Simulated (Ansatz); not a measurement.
SrLi2SnS4 (I-42m), computed twice by G0W0.

```xyz
8
Lattice="-3.3295 3.3295 3.9590 3.3295 -3.3295 3.9590 3.3295 3.3295 -3.9590" Properties=species:S:1:pos:R:3 pbc="T T T"
Li    3.3295    0.0000    1.9795
Li    0.0000    3.3295    1.9795
Sr    0.0000    0.0000    3.9590
Sn    0.0000    0.0000    0.0000
S     1.3757    1.3757   -1.3567
S    -1.9538    1.9538    5.3157
S     1.9538    1.9538    2.6023
S     1.9538   -1.9538    5.3157
```

The cell and positions come from the Crystallography Open Database and are kept as given unless a step says otherwise.

The first (Ansatz 0.2.0; start PBE, 6×6×6 mesh, 398 empty bands, screening to 100 eV, PAW set soft_1 files; 1 × NVIDIA H100 80GB HBM3 (shared by 6 runs) with 2 threads of AMD EPYC 7R13 (Zen 3), shared host) gave, on its mesh: starting gap 2.67 eV, G0W0 gap 4.10 eV, RPA ε∞ (mean) 4.68, 5.8 min.

Q: The second changes start from PBE to LDA and mesh from 6×6×6 to 4×4×4. What does it give?

It gave: starting gap 2.46 eV, G0W0 gap 3.98 eV, RPA ε∞ (mean) 4.98, 34 s. The G0W0 gap moves by −0.12 eV, −0.22 eV from the start and +0.10 eV from the correction.

Limits: not at the basis limit; no spin-orbit coupling.

[Paths, hosts, dates, memory and timing lines, banners, echoed tables and standing remarks are left out of the program output.]

[Logs are printed without paths, hosts, clocks, repeated set-up lines and the standing remarks that a program may print on its own settings, such as how far it seeks lower states.]

[Runs of the session that timed out or met a known fault of the program may be left out.]

[Cells called generated may have been cut or substituted from an entry of the Crystallography Open Database or the Materials Project.]

[Hosts, paths, dates, database ids (printed as entryN), source tags and the programs' standing remarks are cut or masked in the printed files.]
